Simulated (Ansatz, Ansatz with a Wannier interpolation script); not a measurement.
# PNO (Cc): what limits a Wannier interpolation of GW

How do the Wannier model and the GW settings move the interpolated bands of PNO (Cc)?

Calculated with Ansatz 0.2.0; maximally localised Wannier functions, LDA, plane waves, PAW.

Report form: the programs' logs are mostly left out.

**1. The starting structure**

Symmetry: Cc, No. 9, monoclinic system. The conventional cell has a = 6.556 Å, b = 6.572 Å, c = 4.620 Å, α = 90.00°, β = 130.96°, γ = 90.00°. P has 2 N at 1.55 Å and 2 O at 1.60 Å nearest. Nearest to N lie 2 P at 1.55 Å. O has 2 P at 1.60 Å nearest. Farther neighbours and most contacts between anions are not listed.

The cell and positions are those that the Materials Project relaxed with its own functionals (PBE, PBE+U or r2SCAN), kept fixed. The default PAW set here is soft_2. Its files were made with PBE.

**2. Wannier model on 8×8×8**

Localised functions give a small Hamiltonian that interpolates between mesh points at no cost.

Input file input.yaml:

```yaml
crystal:
  lattice:
    - [3.278002254, -3.2861133804, 0.0]
    - [3.278002254, 3.2861133804, 0.0]
    - [-3.0285518603, 0.0, 3.4888659548]
  atoms:
    - { symbol: P, position: [0.7304096, 0.01031392, 0.00016709] }
    - { symbol: P, position: [0.01031392, 0.7304096, 0.50016709] }
    - { symbol: "N", position: [0.74286473, 0.38254462, 0.24963269] }
    - { symbol: "N", position: [0.38254462, 0.74286473, 0.74963269] }
    - { symbol: O, position: [0.88308961, 0.00077752, 0.75020022] }
    - { symbol: O, position: [0.00077752, 0.88308961, 0.25020022] }
kpoints:
  mp_grid: { grid: [4, 4, 4] }
hamiltonian:
  xc: lda
scf:
  occupations: { method: fixed }
  n_extra_bands: 39
output:
  wannier:
    kmesh: [8, 8, 8]
    projections:
      - { species: "N", l: p, shell: 2 }
      - { species: O, l: p, shell: 2 }
      - { species: P, l: s, shell: 3 }
      - { species: P, l: p, shell: 3 }
    minimise: true
    write_hr: true
    seedname: w
    conv_tol: 1.0e-07
    max_iter: 4000
    disentanglement:
      window: [-1.5, 19.15]
      frozen_window: [-1.5, 12.02]
      conv_tol: 1.0e-08
```

Command:

```sh
$ ansatz run input.yaml --threads 8 --pin off --max-ram 14745MiB --backend cpu --events-out ev --progress --plain --runs-dir out
```

Wall time 31 s (8 threads of Arm Neoverse N1, shared host); peak memory 1.1 GiB; 3.2 min of CPU time.

Numbers from this step:

| Property | Result |
| --- | --- |
| gauge-invariant spread | 35.79 Å² |
| diagonal spread | 0.1918 Å² |
| off-diagonal spread | 6.007 Å² |
| total spread | 41.99 Å² |
| least projectability | 2.96e-6 |
| localisation steps | 42 |
| disentanglement steps | 1251 |
| r.m.s. interpolation error | 3.21e-4 eV |
| r.m.s. error near the gap | 4.06e-4 eV |

Near the gap the model misses directly solved bands by 0.4 meV r.m.s. and by 3 meV at most in the window tested. This tests the starting bands, not the corrections carried with them.

**3. Wannier model on 4×4×4**

Edit input.yaml of step 2 so:

```diff
@@ -21,3 +21,3 @@
   wannier:
-    kmesh: [8, 8, 8]
+    kmesh: [4, 4, 4]
     projections:
```

Elapsed: 7.1 s, on 8 threads; peak memory 0.5 GiB.

This step gave:

```
gauge-invariant spread     : 31.00 Å²
diagonal spread            : 0.1645 Å²
off-diagonal spread        : 6.089 Å²
total spread               : 37.25 Å²
least projectability       : 4.89e-6
localisation steps         : 37
disentanglement steps      : 140
r.m.s. interpolation error : 0.006295 eV
r.m.s. error near the gap  : 0.007438 eV
```

Near the gap the model misses directly solved bands by 7.4 meV r.m.s. and by 57 meV at most in the window tested. This tests the starting bands, not the corrections carried with them.

Frozen up to 8.02 eV; above it the model need not follow the bands. The electronic bands at the labelled points (eV, zero at the valence-band top; v1 is the highest filled band, c1 the lowest empty one):

| point | v4 | v3 | v2 | v1 | c1 | c2 | c3 | c4 |
| --- | --- | --- | --- | --- | --- | --- | --- | --- |
| Γ | -1.94 | -1.83 | -0.58 | -0.54 | 5.02 | 5.45 | 7.50 | 8.26 |
| halfway | -2.12 | -1.89 | -0.80 | -0.70 | 5.85 | 6.65 | 7.26 | 8.13 |
| A | -2.09 | -2.09 | -0.87 | -0.87 | 7.01 | 7.01 | 8.24 | 8.24 |
| halfway | -1.92 | -1.92 | -0.92 | -0.92 | 6.77 | 6.77 | 8.18 | 8.18 |
| I2 | -1.58 | -1.58 | -0.99 | -0.99 | 6.51 | 6.51 | 7.97 | 7.97 |
| jump to I | -1.58 | -1.58 | -0.99 | -0.99 | 6.51 | 6.51 | 7.97 | 7.97 |
| halfway | -1.42 | -1.42 | -0.97 | -0.97 | 6.44 | 6.44 | 7.74 | 7.74 |
| M2 | -1.38 | -1.38 | -0.93 | -0.93 | 6.43 | 6.43 | 7.68 | 7.68 |
| halfway | -1.90 | -1.64 | -0.69 | -0.66 | 5.65 | 6.30 | 7.04 | 8.19 |
| Γ | -1.94 | -1.83 | -0.58 | -0.54 | 5.02 | 5.45 | 7.50 | 8.26 |
| halfway | -2.48 | -1.90 | -0.60 | -0.28 | 5.39 | 6.60 | 7.26 | 7.87 |
| Y | -2.44 | -2.10 | -0.59 | 0.00 | 5.75 | 7.00 | 7.35 | 8.37 |
| jump to L2 | -2.69 | -1.39 | -0.78 | -0.20 | 5.72 | 6.89 | 7.71 | 8.58 |
| halfway | -2.39 | -1.62 | -0.69 | -0.36 | 5.38 | 6.49 | 7.25 | 8.06 |
| Γ | -1.94 | -1.83 | -0.58 | -0.54 | 5.02 | 5.45 | 7.50 | 8.26 |
| halfway | -2.06 | -1.78 | -0.85 | -0.65 | 5.60 | 6.19 | 6.96 | 8.17 |
| V2 | -1.91 | -1.74 | -1.19 | -0.90 | 6.31 | 6.71 | 7.56 | 8.03 |

The same for Kohn-Sham, solved directly:

| point | v4 | v3 | v2 | v1 | c1 | c2 | c3 | c4 |
| --- | --- | --- | --- | --- | --- | --- | --- | --- |
| Γ | -1.94 | -1.83 | -0.58 | -0.54 | 5.02 | 5.45 | 7.50 | 8.26 |
| A | -2.09 | -2.09 | -0.87 | -0.87 | 7.01 | 7.01 | 8.22 | 8.22 |
| I2 | -1.58 | -1.58 | -0.99 | -0.99 | 6.50 | 6.50 | 7.97 | 7.97 |
| I | -1.58 | -1.58 | -0.99 | -0.99 | 6.50 | 6.50 | 7.97 | 7.97 |
| M2 | -1.38 | -1.38 | -0.93 | -0.93 | 6.43 | 6.43 | 7.68 | 7.68 |
| Γ | -1.94 | -1.83 | -0.58 | -0.54 | 5.02 | 5.45 | 7.50 | 8.26 |
| Y | -2.44 | -2.10 | -0.59 | 0.00 | 5.75 | 7.00 | 7.35 | 8.37 |
| L2 | -2.69 | -1.39 | -0.78 | -0.20 | 5.72 | 6.89 | 7.71 | 8.57 |
| Γ | -1.94 | -1.83 | -0.58 | -0.54 | 5.02 | 5.45 | 7.50 | 8.26 |
| V2 | -1.91 | -1.74 | -1.19 | -0.90 | 6.31 | 6.71 | 7.56 | 8.03 |

**4. A faulty Wannier input**

Edit input.yaml of step 3 so:

```diff
@@ -32,5 +32,2 @@
     max_iter: 4000
-    disentanglement:
-      window: [-1.5, 19.15]
-      frozen_window: [-1.5, 12.02]
-      conv_tol: 1.0e-08
+    disentanglement: { window: [-1.5, 19.15] }
```

Wall time 7.4 s (8 threads); peak memory 0.5 GiB; 47 s of CPU time.

This step gave:

| Item | Value |
| --- | --- |
| gauge-invariant spread | 30.77 Å² |
| diagonal spread | 0.1617 Å² |
| off-diagonal spread | 5.999 Å² |
| total spread | 36.93 Å² |
| least projectability | 4.77e-6 |
| localisation steps | 39 |
| disentanglement steps | 242 |
| r.m.s. interpolation error | 0.01841 eV |
| r.m.s. error near the gap | 0.01666 eV |

No frozen window. Electronic bands along the path, in eV, zero at the valence-band top; v1 is the highest filled band, c1 the lowest empty one:

| point | v4 | v3 | v2 | v1 | c1 | c2 | c3 | c4 |
| --- | --- | --- | --- | --- | --- | --- | --- | --- |
| Γ | -1.94 | -1.82 | -0.56 | -0.50 | 5.02 | 5.45 | 7.50 | 8.26 |
| halfway | -2.12 | -1.89 | -0.80 | -0.67 | 5.85 | 6.65 | 7.29 | 8.13 |
| A | -2.08 | -2.08 | -0.86 | -0.86 | 7.04 | 7.04 | 8.30 | 8.30 |
| halfway | -1.91 | -1.91 | -0.91 | -0.91 | 6.78 | 6.78 | 8.20 | 8.20 |
| I2 | -1.58 | -1.58 | -0.99 | -0.99 | 6.51 | 6.51 | 7.97 | 7.97 |
| jump to I | -1.58 | -1.58 | -0.99 | -0.99 | 6.51 | 6.51 | 7.97 | 7.97 |
| halfway | -1.42 | -1.42 | -0.97 | -0.97 | 6.45 | 6.45 | 7.76 | 7.76 |
| M2 | -1.36 | -1.36 | -0.93 | -0.93 | 6.44 | 6.44 | 7.69 | 7.69 |
| halfway | -1.90 | -1.62 | -0.68 | -0.66 | 5.65 | 6.31 | 7.06 | 8.19 |
| Γ | -1.94 | -1.82 | -0.56 | -0.50 | 5.02 | 5.45 | 7.50 | 8.26 |
| halfway | -2.48 | -1.90 | -0.59 | -0.26 | 5.39 | 6.60 | 7.26 | 7.87 |
| Y | -2.44 | -2.10 | -0.59 | 0.01 | 5.75 | 7.01 | 7.36 | 8.37 |
| jump to L2 | -2.66 | -1.36 | -0.77 | -0.19 | 5.72 | 6.91 | 7.78 | 8.60 |
| halfway | -2.37 | -1.61 | -0.68 | -0.34 | 5.38 | 6.50 | 7.26 | 8.10 |
| Γ | -1.94 | -1.82 | -0.56 | -0.50 | 5.02 | 5.45 | 7.50 | 8.26 |
| halfway | -2.05 | -1.78 | -0.85 | -0.63 | 5.61 | 6.20 | 6.96 | 8.18 |
| V2 | -1.91 | -1.73 | -1.19 | -0.90 | 6.38 | 6.71 | 7.58 | 8.04 |

The same for Kohn-Sham, solved directly:

(Unchanged from step 3.)

The fault put into this input: nothing frozen.

**5. G0W0: 4×4×4 mesh, 224 empty bands, screening to 120 eV**

Now the one-shot GW correction: screening in the RPA, then the self-energy of the levels asked for.

This step: G0W0 on LDA, plane waves, PAW.

input.yaml, the sections that differ from step 4:

```yaml
scf:
  occupations: { method: fixed }
gw:
  n_empty_bands: 224
  ecut_chi: 120.0
  qp_bands: [v8, c4]
  screening: { model: contour_deformation }
# crystal, kpoints, hamiltonian: as in step 4
# output: removed
```

Run time: 5.5 min. Hardware: 8 threads; peak memory 1.7 GiB; 40 min of CPU time.

The G0W0 gap on the mesh is 7.482 eV.

**6. G0W0: 2×2×2 mesh, 224 empty bands, screening to 120 eV**

Edit input.yaml of step 5 so:

```diff
@@ -13,3 +13,3 @@
 kpoints:
-  mp_grid: { grid: [4, 4, 4] }
+  mp_grid: { grid: [2, 2, 2] }
 hamiltonian:
```

The job ended after 11 s (8 threads; peak memory 0.81 GiB; 78 s of CPU time).

The G0W0 gap on the mesh is 7.531 eV.

**7. G0W0: 4×4×4 mesh, 104 empty bands, screening to 72 eV, plasmon pole**

Edit input.yaml of step 6 so:

```diff
@@ -13,3 +13,3 @@
 kpoints:
-  mp_grid: { grid: [2, 2, 2] }
+  mp_grid: { grid: [4, 4, 4] }
 hamiltonian:
@@ -19,5 +19,5 @@
 gw:
-  n_empty_bands: 224
-  ecut_chi: 120.0
+  n_empty_bands: 104
+  ecut_chi: 72
   qp_bands: [v8, c4]
-  screening: { model: contour_deformation }
+  screening: { model: godby_needs }
```

Wall time 90 s (8 threads); peak memory 0.78 GiB; 11 min of CPU time.

The G0W0 gap on the mesh is 7.393 eV.

**8. Interpolated results**

Times are wall times on 8 threads of Arm Neoverse N1, shared host, good to a factor of about two.

| GW mesh | empty bands | cutoff (eV) | frequency | gap on mesh (eV) | gap over zone (eV) | direct gap (eV) | valence width (eV) | GW time |
| --- | --- | --- | --- | --- | --- | --- | --- | --- |
| 4×4×4 | 224 | 120 | contour deformation | 7.482 | 7.482 | 8.109 | 5.795 | 5.5 min |
| 2×2×2 | 224 | 120 | contour deformation | 7.531 | 7.536 | 8.124 | 5.800 | 11 s |
| 4×4×4 | 104 | 72 | plasmon pole | 7.393 | 7.393 | 8.066 | 6.019 | 90 s |

**9. What came out**

- 4×4×4 mesh, 224 empty bands, screening to 120 eV: 7.48 eV
- 2×2×2 mesh, 224 empty bands, screening to 120 eV: 7.54 eV
- 4×4×4 mesh, 104 empty bands, screening to 72 eV, plasmon pole: 7.39 eV

What this shows: The largest change, −0.09 eV in the gap over the zone, comes with 4×4×4 mesh, 104 empty bands, screening to 72 eV, plasmon pole. The first run is a reference, not a converged one, and where a row moves several settings no single cause can be named. Rows on another GW mesh add that mesh's corrections to the bands of the one model. Coarser Wannier mesh (4×4×4): the miss near the gap goes from under 1 (the model on 8×8×8) to 7 meV and the total spread from 42.0 to 37.3 Å². Nothing frozen (4×4×4): the miss near the gap goes from 7 (the model on 4×4×4) to 17 meV and the total spread from 37.3 to 36.9 Å². With 2×2×2 mesh, 224 empty bands, screening to 120 eV the gap over the zone moves by +0.05 eV and that on the mesh by +0.05 eV. With 4×4×4 mesh, 104 empty bands, screening to 72 eV, plasmon pole the gap over the zone moves by −0.09 eV and that on the mesh by −0.09 eV. Gaps over the zone and on the mesh differ where an edge lies off the mesh, or where a GW run starts from another density: the starting gap over the zone is 5.019 eV, on the GW meshes it is 5.019 eV and 5.014 eV.

[Paths, hosts, dates, memory and timing lines, banners, echoed tables and standing remarks are left out of the program output.]

[Logs are printed without paths, hosts, clocks, repeated set-up lines and the standing remarks that a program may print on its own settings, such as how far it seeks lower states.]

[Runs of the session that timed out or met a known fault of the program may be left out.]

[Hosts, paths, dates, database ids (printed as entryN), source tags and the programs' standing remarks are cut or masked in the printed files.]
